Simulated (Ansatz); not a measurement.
# Bands, cutoff and cost in G0W0 for Li3SI (antiperovskite) (Pm-3m)

Aim: see how the G0W0 gap of Li3SI (antiperovskite) (Pm-3m) on PBE moves with empty bands and screening cutoff, and what each rung costs.

Calculated with Ansatz 0.2.0; G0W0 on PBE, plane waves, PAW.

The structure was built from a prototype and need not be the compound's stable phase.

## Step 1: The structure

Symmetry: Pm-3m, No. 221, cubic system. Conventional cell: a = 4.737 Å, b = 4.737 Å, c = 4.737 Å, α = 90.00°, β = 90.00°, γ = 90.00°. Nearest to I lie 12 Li at 3.35 Å. Nearest to S lie 6 Li at 2.37 Å. Nearest to Li lie 2 S at 2.37 Å and 4 I at 3.35 Å and 8 Li at 3.35 Å. It derives from I1Li3S1. Farther neighbours and most contacts between anions are not listed.

The structure was relaxed with PBE. The structure type comes from a generator and need not be one that this composition takes. The runs that relaxed it are not among those shown. Spin-orbit coupling is left out unless a step names it. The default PAW set here is soft_2. Its files were made with PBE.

## Step 2: 52 empty bands, screening to 36 eV

Now the one-shot GW correction: screening in the RPA, then the self-energy of the levels asked for.

File input.yaml:

```yaml
crystal:
  lattice:
    - [4.7368166536, 0.0, 0.0]
    - [0.0, 4.7368166536, 0.0]
    - [0.0, 0.0, 4.7368166536]
  atoms:
    - { symbol: I, position: [0.0, 0.0, 0.0] }
    - { symbol: S, position: [0.5, 0.5, 0.5] }
    - { symbol: Li, position: [0.5, 0.5, 0.0] }
    - { symbol: Li, position: [0.5, 0.0, 0.5] }
    - { symbol: Li, position: [0.0, 0.5, 0.5] }
kpoints:
  mp_grid: { grid: [4, 4, 4] }
hamiltonian:
  xc: pbe
scf:
  occupations: { method: fixed }
gw:
  n_empty_bands: 52
  ecut_chi: 36
  qp_bands: [v2, c2]
  qp_kpoints: band_edges
  screening: { model: contour_deformation }
```

Run with:

```console
$ ansatz run input.yaml --threads 4 --pin off --max-ram 17510MiB --backend cpu --events-out ev --progress --plain --runs-dir out
```

Numbers of over 12 decimals in the logs are rounded to 6 here.

The log of the run:

```text
Engine: ansatz 0.2.0, aarch64-unknown-linux-gnu
Pseudopotentials: kind: paw
Pseudopotential: I, paw, valence charge 17, recommended cutoff 420 eV (normal), I.paw.azcp
Pseudopotential: S, paw, valence charge 6, recommended cutoff 420 eV (normal), S.paw.azcp
Pseudopotential: Li, paw, valence charge 3, recommended cutoff 420 eV (normal), Li.paw.azcp
Functional definition: PBE
  parameter kappa = 0.804
  parameter beta = 0.066725
  exchange = pbe_x(kappa = kappa, mu = beta*pi^2/3)
  correlation = pbe_c(beta = beta)
Crystal: 5 atoms, lattice volume = 106.282 Å³
Basis set: ecut = 420 eV, 2103 PW (Γ)
Bands: 21, of which v1, the nominal top of the filled ones, is band 16 counted from 1 (15 counted from 0)
Symmetry: 48 space group operations
Space group: Pm-3m (ITA 221), of the structure as read, at distance tolerance 4.7e-5 Å
k-points: 10 of 64
Non-local potential: I, projectors of the file, l = 0: 2, l = 1: 2, l = 2: 2, l = 3: 2
Non-local potential: S, projectors of the file, l = 0: 2, l = 1: 2, l = 2: 2
Non-local potential: Li, projectors of the file, l = 0: 3, l = 1: 2, l = 2: 1
PAW form: soft (Blöchl's): semilocal exchange-correlation on the pseudo side does not see the compensation charge
PAW one-centre angular grid: I, 590 points (default); XC on 64 Gauss nodes
PAW one-centre angular grid: S, 110 points (default); XC on 64 Gauss nodes
PAW one-centre angular grid: Li, 110 points (default); XC on 64 Gauss nodes
Initial density: superposition of atomic densities (neutral atoms: chi_scale 0, normalization atom), corrected by the library's trained network
Initial wavefunctions: pseudopotential atomic-orbital guess
Functional: x = pbe(κ = 0.804, μ = 0.219515), c = pbe(β = 0.066725)
SCF iter   1: F=—  HF=-9035.230083 eV  |F-HF|=—  |Δ(HF+E_count)|=         —  Δρ=5.03e-4  dr2=2.27e-4  ethr=1.77e-3  ⟨swp⟩=5.4  Hψ=912  notcnv=0  defer=24
preconditioner: auto → Resta (q_TF=auto, 2.234 Å⁻¹)  ε∞=3.2  [insulator: Δε(μ)=3.517 eV  Ē_g=9.662 eV  n_scr=18 (ndim 8)  ℏωp=14.4 eV  f_vac=0.000  ε∞_Penn≈3.2]
SCF iter   2: F=—  HF=-9035.228820 eV  |F-HF|=—  |Δ(HF+E_count)|=   1.26e-3  Δρ=2.93e-4  dr2=8.71e-5  ethr=7.10e-7  ⟨swp⟩=2.5  Hψ=481  notcnv=0  defer=28
SCF iter   3: F=—  HF=-9035.228858 eV  |F-HF|=—  |Δ(HF+E_count)|=   3.77e-5  Δρ=1.68e-4  dr2=2.77e-5  ethr=2.72e-7  ⟨swp⟩=2.9  Hψ=360  notcnv=0  defer=25
SCF iter   4: F=—  HF=-9035.228907 eV  |F-HF|=—  |Δ(HF+E_count)|=   4.91e-5  Δρ=4.81e-5  dr2=2.24e-6  ethr=8.65e-8  ⟨swp⟩=2.0  Hψ=347  notcnv=0  defer=29
SCF iter   5: F=—  HF=-9035.228906 eV  |F-HF|=—  |Δ(HF+E_count)|=   7.00e-7  Δρ=1.12e-5  dr2=1.41e-7  ethr=7.00e-9  ⟨swp⟩=2.0  Hψ=330  notcnv=0  defer=29
SCF iter   6: F=-9035.228906 eV  HF=-9035.228906 eV  |F-HF|=7.09e-9  |Δ(HF+E_count)|=   6.22e-8  Δρ=2.38e-6  dr2=7.42e-9  ethr=3.13e-10  ⟨swp⟩=10.0  Hψ=959  notcnv=0
SCF 1 converged in 6 iterations: F = -9035.228906 eV  dr2 = 7.42e-9
  greatest PAW one-centre occupation: 1.000 electrons in one spin orbital (limit 2), on the Li atom at site 3 (counted from 0), in its partial waves of l = 0
NSCF: frozen V_eff on 10 k-points
G₀W₀ screening: q 1/10
[... further progress lines ...]
SCF converged after 6 iterations
Free energy (F): -9035.228906 eV
Harris-Foulkes:  -9035.228906 eV  (|F-HF|=7.09e-9)
Internal energy: -9035.228906 eV  (E = F + TS)
E sigma→0 (E₀):  -9035.228906 eV
Fermi energy:    3.020158 eV
--- Per-component energies (eV) ---
  E_band       = -667.875080
  E_kinetic    = 362.270776
  E_local      = -2642.768397  (includes V_loc(G=0)·N_el)
  E_nonlocal   = -161.699089
  E_hartree    = 1247.176389
  E_xc         = -258.732460
  E_vxc        = -259.304155  (∫ρ·V_xc dr)
  E_paw        = -5480.280729  (= ΣΔE_a)
  E_vpaw       = -460.723802  (= ΣTr[D̂ρ^β])
  E_aug_tail   = 0.000141  (compensation charges beyond the density's cutoff)
  E_ewald      = -2101.195537
  E_smearing   = -0.000000  (= −TS)
  E_closure    = -0.000000  (closes the sum)
  Σ components = -9035.228906   (vs F -9035.228906, Δ=0.00e0)
--- Band table (eV; the first three rows and the last of 10) ---
  k-point 0: bands = [... 12 lower, 0.9294, 2.7988, 2.7988, 2.7988, 6.7466, 7.7681, 7.7681, 11.3686, ... 1 higher]
  k-point 1: bands = [... 12 lower, 1.1790, 2.1602, 2.5189, 2.5189, 7.6731, 7.8664, 8.9159, 10.0987, ... 1 higher]
  k-point 2: bands = [... 12 lower, 1.7452, 1.7452, 1.9130, 1.9130, 7.9866, 8.7365, 10.1041, 10.1041, ... 1 higher]
  k-point 9: bands = [... 12 lower, 0.8936, 1.8094, 1.8094, 1.8094, 9.7189, 9.7189, 9.7189, 10.1704, ... 1 higher]
--- G₀W₀: contour deformation, 5 samples at zero and on the imaginary axis and 1 off it, 64 q-points, 52 empty bands' worth ---
  eigenvalues of the whole cell's RPA ε∞ on this k-mesh (on a slab, of 1 + 4πα/V) = 3.8905, 3.8905, 3.8905; static W/v taken at q = 0 is 0.257034
  bands read: the sum over 68 bands ends inside a degenerate multiplet in 1 slot, whose members it reads at an even weight; the widest, k=9: bands 67 to 69 (counted from 1) at 2/3 each
  gw.qp_kpoints: band_edges: 5 of 10 stored k-points solved, in 1 pass; an edge of the gap read off the rows below is read off those points alone
    valence top: of the k-points left out ik 1 came nearest to being solved in a further pass, in band 15 (counted from 1, as in the quasiparticle table): it holds the edge there only if its correction is more favourable than any solved in that band by at least 0.488 eV; those differ by 0.111 eV
    conduction bottom: of the k-points left out ik 1 came nearest to being solved in a further pass, in band 17 (counted from 1, as in the quasiparticle table): it holds the edge there only if its correction is more favourable than any solved in that band by at least 1.138 eV; those differ by 0.131 eV
    ik  band        ε_KS         Σx   Σc(E_QP)       V_xc       Z   E_QP_lin       E_QP  E_QP is
     0    15      2.7988   -17.6369     2.4766   -14.6169  0.7831     2.2511     2.2553  root
     0    16      2.7988   -17.6369     2.4766   -14.6169  0.7831     2.2511     2.2553  root
     0    17      6.7466    -5.7480    -3.2367    -9.6349  0.8153     7.4018     7.3968  root
     0    18      7.7681    -3.9169    -3.1933    -7.7036  0.8129     8.3661     8.3615  root
     3    15      2.3782   -17.2871     2.5464   -14.1116  0.7793     1.7430     1.7491  root
     3    16      2.8752   -17.6467     2.4911   -14.5992  0.7821     2.3144     2.3189  root
     3    17      7.4125    -4.6156    -3.2160    -8.5242  0.8128     8.1111     8.1050  root
     3    18      8.8018    -5.1689    -3.3932    -9.3479  0.8032     9.5971     9.5876  root
     4    15      2.4787   -17.2201     2.5926   -13.9733  0.7761     1.8179     1.8246  root
     4    16      2.6536   -17.2018     2.4440   -14.1463  0.7812     2.0365     2.0420  root
     4    17      7.2923    -4.5954    -3.1288    -8.4329  0.8131     8.0073     8.0010  root
     4    18      8.6989    -5.0358    -3.3866    -9.2079  0.8053     9.4934     9.4843  root
     5    15      3.0202   -17.7963     2.4794   -14.7599  0.7826     2.4588     2.4631  root
     5    16      3.0202   -17.7963     2.4794   -14.7599  0.7826     2.4588     2.4631  root
     5    17      6.5352    -4.0249    -3.0842    -7.7500  0.8187     7.1807     7.1760  root
     5    18      7.9839    -4.8099    -3.2933    -8.7956  0.8111     8.6826     8.6763  root
     7    15      2.5591   -17.3933     2.6141   -14.1375  0.7764     1.9112     1.9175  root
     7    16      2.7750   -17.5698     2.4884   -14.4860  0.7818     2.1744     2.1796  root
     7    17      7.7352    -4.2354    -3.2493    -8.2570  0.8128     8.5154     8.5075  root
     7    18      8.2260    -4.2075    -3.3027    -8.2535  0.8114     8.9767     8.9693  root
```

Elapsed: 5.3 s, on 4 threads of Arm Neoverse V2, shared host; peak memory 0.37 GiB; 18 s of CPU time.

Numbers from this step:

- bands summed: 68
- RPA ε∞ on this mesh (eigenvalues): 3.891, 3.891, 3.891
- plane waves in the screening matrix: 57
- q-points in the mesh: 64
- G0W0 gap on the mesh: 4.713 eV
- k of the valence top: 0, -0.5, -0.5
- k of the conduction bottom: 0, -0.5, -0.5
- starting gap on the mesh: 3.515 eV
- Z at the valence top: 0.7826
- Z at the conduction bottom: 0.8187
- least direct G0W0 gap on the computed points: 4.713 eV

The gap on the mesh goes from 3.51 eV to 4.71 eV, a correction of +1.20 eV. Between the two edge states, bare exchange in place of the xc potential would open the gap by 6.76 eV, and correlation takes back 5.56 eV.

## Step 3: 147 empty bands, screening to 72 eV

Another rung: the empty bands reach about as high as the screening cutoff, so the two stay in balance.

input.yaml: that of step 2 with these lines changed.

```diff
@@ -18,4 +18,4 @@
 gw:
-  n_empty_bands: 52
-  ecut_chi: 36
+  n_empty_bands: 147
+  ecut_chi: 72
   qp_bands: [v2, c2]
```

The log of the run:

```text
[...]
Crystal: 5 atoms, lattice volume = 106.282 Å³
Basis set: ecut = 420 eV, 2103 PW (Γ)
Bands: 21, of which v1, the nominal top of the filled ones, is band 16 counted from 1 (15 counted from 0)
Symmetry: 48 space group operations
[...]
k-points: 10 of 64
[...]
SCF iter   1: F=—  HF=-9035.230083 eV  |F-HF|=—  |Δ(HF+E_count)|=         —  Δρ=5.03e-4  dr2=2.27e-4  ethr=1.77e-3  ⟨swp⟩=5.4  Hψ=912  notcnv=0  defer=24
[...]
SCF iter   6: F=-9035.228906 eV  HF=-9035.228906 eV  |F-HF|=7.09e-9  |Δ(HF+E_count)|=   6.22e-8  Δρ=2.38e-6  dr2=7.42e-9  ethr=3.13e-10  ⟨swp⟩=10.0  Hψ=959  notcnv=0
SCF 1 converged in 6 iterations: F = -9035.228906 eV  dr2 = 7.42e-9
[...]
NSCF: frozen V_eff on 10 k-points
G₀W₀ screening: q 1/10
[... further progress lines ...]
SCF converged after 6 iterations
Free energy (F): -9035.228906 eV
[...]
Internal energy: -9035.228906 eV  (E = F + TS)
E sigma→0 (E₀):  -9035.228906 eV
Fermi energy:    3.020158 eV
[...]
--- Band table (eV; the first three rows and the last of 10) ---
  k-point 0: bands = [... 12 lower, 0.9294, 2.7988, 2.7988, 2.7988, 6.7466, 7.7681, 7.7681, 11.3686, ... 1 higher]
  k-point 1: bands = [... 12 lower, 1.1790, 2.1602, 2.5189, 2.5189, 7.6731, 7.8664, 8.9159, 10.0987, ... 1 higher]
  k-point 2: bands = [... 12 lower, 1.7452, 1.7452, 1.9130, 1.9130, 7.9866, 8.7365, 10.1041, 10.1041, ... 1 higher]
  k-point 9: bands = [... 12 lower, 0.8936, 1.8094, 1.8094, 1.8094, 9.7189, 9.7189, 9.7189, 10.1704, ... 1 higher]
[...]
0    15      2.7988   -17.6369     2.1084   -14.6169  0.7751     1.8749     1.8872  root
     0    16      2.7988   -17.6369     2.1084   -14.6169  0.7751     1.8749     1.8872  root
     0    17      6.7466    -5.7480    -3.4008    -9.6349  0.8141     7.2354     7.2327  root
     0    18      7.7681    -3.9169    -3.3884    -7.7036  0.8118     8.1683     8.1663  root
     3    15      2.3782   -17.2871     2.2017   -14.1116  0.7720     1.3893     1.4045  root
     3    16      2.8752   -17.6467     2.1318   -14.5992  0.7739     1.9473     1.9596  root
     3    17      7.4125    -4.6156    -3.4157    -8.5242  0.8114     7.9083     7.9053  root
     3    18      8.8018    -5.1689    -3.6336    -9.3479  0.8014     9.3514     9.3471  root
[...]
7    15      2.5591   -17.3933     2.2849   -14.1375  0.7685     1.5734     1.5883  root
     7    16      2.7750   -17.5698     2.1391   -14.4860  0.7739     1.8170     1.8303  root
     7    17      7.7352    -4.2354    -3.4724    -8.2570  0.8116     8.2881     8.2844  root
     7    18      8.2260    -4.2075    -3.5206    -8.2535  0.8095     8.7548     8.7513  root
```

Run time: 12 s. Hardware: 4 threads; peak memory 0.55 GiB; 45 s of CPU time.

Numbers from this step:

```
bands summed                                 : 163
RPA ε∞ on this mesh (eigenvalues)            : 3.859, 3.859, 3.859
plane waves in the screening matrix          : 147
q-points in the mesh                         : 64
G0W0 gap on the mesh                         : 4.885 eV
k of the valence top                         : 0, -0.5, -0.5
k of the conduction bottom                   : 0, -0.5, -0.5
starting gap on the mesh                     : 3.515 eV
Z at the valence top                         : 0.7742
Z at the conduction bottom                   : 0.8180
least direct G0W0 gap on the computed points : 4.885 eV
```

Against the run with 4×4×4 mesh, 52 empty bands, screening to 36 eV, the gap moves by +0.17 eV.

## Step 4: 317 empty bands, screening to 120 eV

input.yaml: that of step 3 with these lines changed.

```diff
@@ -18,4 +18,4 @@
 gw:
-  n_empty_bands: 147
-  ecut_chi: 72
+  n_empty_bands: 317
+  ecut_chi: 120.0
   qp_bands: [v2, c2]
```

The log of the run:

```text
[...]
Crystal: 5 atoms, lattice volume = 106.282 Å³
Basis set: ecut = 420 eV, 2103 PW (Γ)
Bands: 21, of which v1, the nominal top of the filled ones, is band 16 counted from 1 (15 counted from 0)
Symmetry: 48 space group operations
[...]
k-points: 10 of 64
[...]
3    18      8.8018    -5.1689    -3.7477    -9.3479  0.8004     9.2358     9.2331  root
[...]
7    15      2.5591   -17.3933     2.0574   -14.1375  0.7656     1.3373     1.3608  root
     7    16      2.7750   -17.5698     1.8984   -14.4860  0.7710     1.5680     1.5896  root
     7    17      7.7352    -4.2354    -3.5751    -8.2570  0.8109     8.1842     8.1817  root
     7    18      8.2260    -4.2075    -3.6059    -8.2535  0.8088     8.6685     8.6661  root
[key lines of the parts left out:]
SCF converged after 6 iterations
Free energy (F): -9035.228906 eV
Fermi energy:    3.020158 eV
```

It took 44 s on 4 threads; peak memory 1.1 GiB.

Numbers from this step:

```yaml
bands_summed: 333
rpa_eps_infinity_on_this_mesh_eigenvalues: 3.857, 3.857, 3.857
plane_waves_in_the_screening_matrix: 305
g0w0_gap_on_the_mesh: 5.046 eV
k_of_the_valence_top: 0, -0.5, -0.5
k_of_the_conduction_bottom: 0, -0.5, -0.5
starting_gap_on_the_mesh: 3.515 eV
least_direct_g0w0_gap_on_the_computed_points: 5.046 eV
```

Against the run with 4×4×4 mesh, 147 empty bands, screening to 72 eV, the gap moves by +0.16 eV.

## Step 5: Changing the k mesh: 2×2×2 mesh, 147 empty bands, screening to 72 eV

A second mesh at equal bands and cutoff isolates the sampling error. Bands and cutoff differ from the step before, so it is read against an earlier run that matches them.

input.yaml: that of step 4 with these lines changed.

```diff
@@ -12,3 +12,3 @@
 kpoints:
-  mp_grid: { grid: [4, 4, 4] }
+  mp_grid: { grid: [2, 2, 2] }
 hamiltonian:
@@ -18,4 +18,4 @@
 gw:
-  n_empty_bands: 317
-  ecut_chi: 120.0
+  n_empty_bands: 147
+  ecut_chi: 72
   qp_bands: [v2, c2]
```

The log of the run:

```text
[...]
Crystal: 5 atoms, lattice volume = 106.282 Å³
Basis set: ecut = 420 eV, 2103 PW (Γ)
Bands: 21, of which v1, the nominal top of the filled ones, is band 16 counted from 1 (15 counted from 0)
Symmetry: 48 space group operations
[...]
k-points: 4 of 8
[...]
1    18      8.7725    -6.0833    -3.8422   -10.4372  0.7785     9.2893     9.2842  root
[...]
3    15      1.7986   -16.8273     2.7914   -13.0271  0.7476     0.7684     0.7898  root
     3    16      1.7986   -16.8273     2.7914   -13.0271  0.7476     0.7684     0.7898  root
     3    17      9.7576    -5.9122    -3.9960   -10.5492  0.7737    10.4034    10.3986  root
     3    18      9.7576    -5.9122    -3.9960   -10.5492  0.7737    10.4034    10.3986  root
[key lines of the parts left out:]
SCF converged after 6 iterations
Free energy (F): -9035.064735 eV
Fermi energy:    3.044663 eV
```

It took 2.6 s on 4 threads; peak memory 0.54 GiB.

Numbers from this step:

| Property | Result |
| --- | --- |
| bands summed | 163 |
| RPA ε∞ on this mesh (eigenvalues) | 4.933, 4.933, 4.933 |
| plane waves in the screening matrix | 147 |
| G0W0 gap on the mesh | 4.708 eV |
| k of the valence top | 0, -0.5, -0.5 |
| k of the conduction bottom | 0, -0.5, -0.5 |
| starting gap on the mesh | 3.520 eV |
| least direct G0W0 gap on the computed points | 4.708 eV |

Against the run with 4×4×4 mesh, 147 empty bands, screening to 72 eV, the gap moves by −0.18 eV.

(Part 1 of 2 ends here.)

[Paths, hosts, dates, memory and timing lines, banners, echoed tables and standing remarks are left out of the program output.]

[Logs are printed without paths, hosts, clocks, repeated set-up lines and the standing remarks that a program may print on its own settings, such as how far it seeks lower states.]

[Runs of the session that timed out or met a known fault of the program may be left out.]

[Cells called generated may have been cut or substituted from an entry of the Crystallography Open Database or the Materials Project.]

[Hosts, paths, dates, database ids (printed as entryN), source tags and the programs' standing remarks are cut or masked in the printed files.]
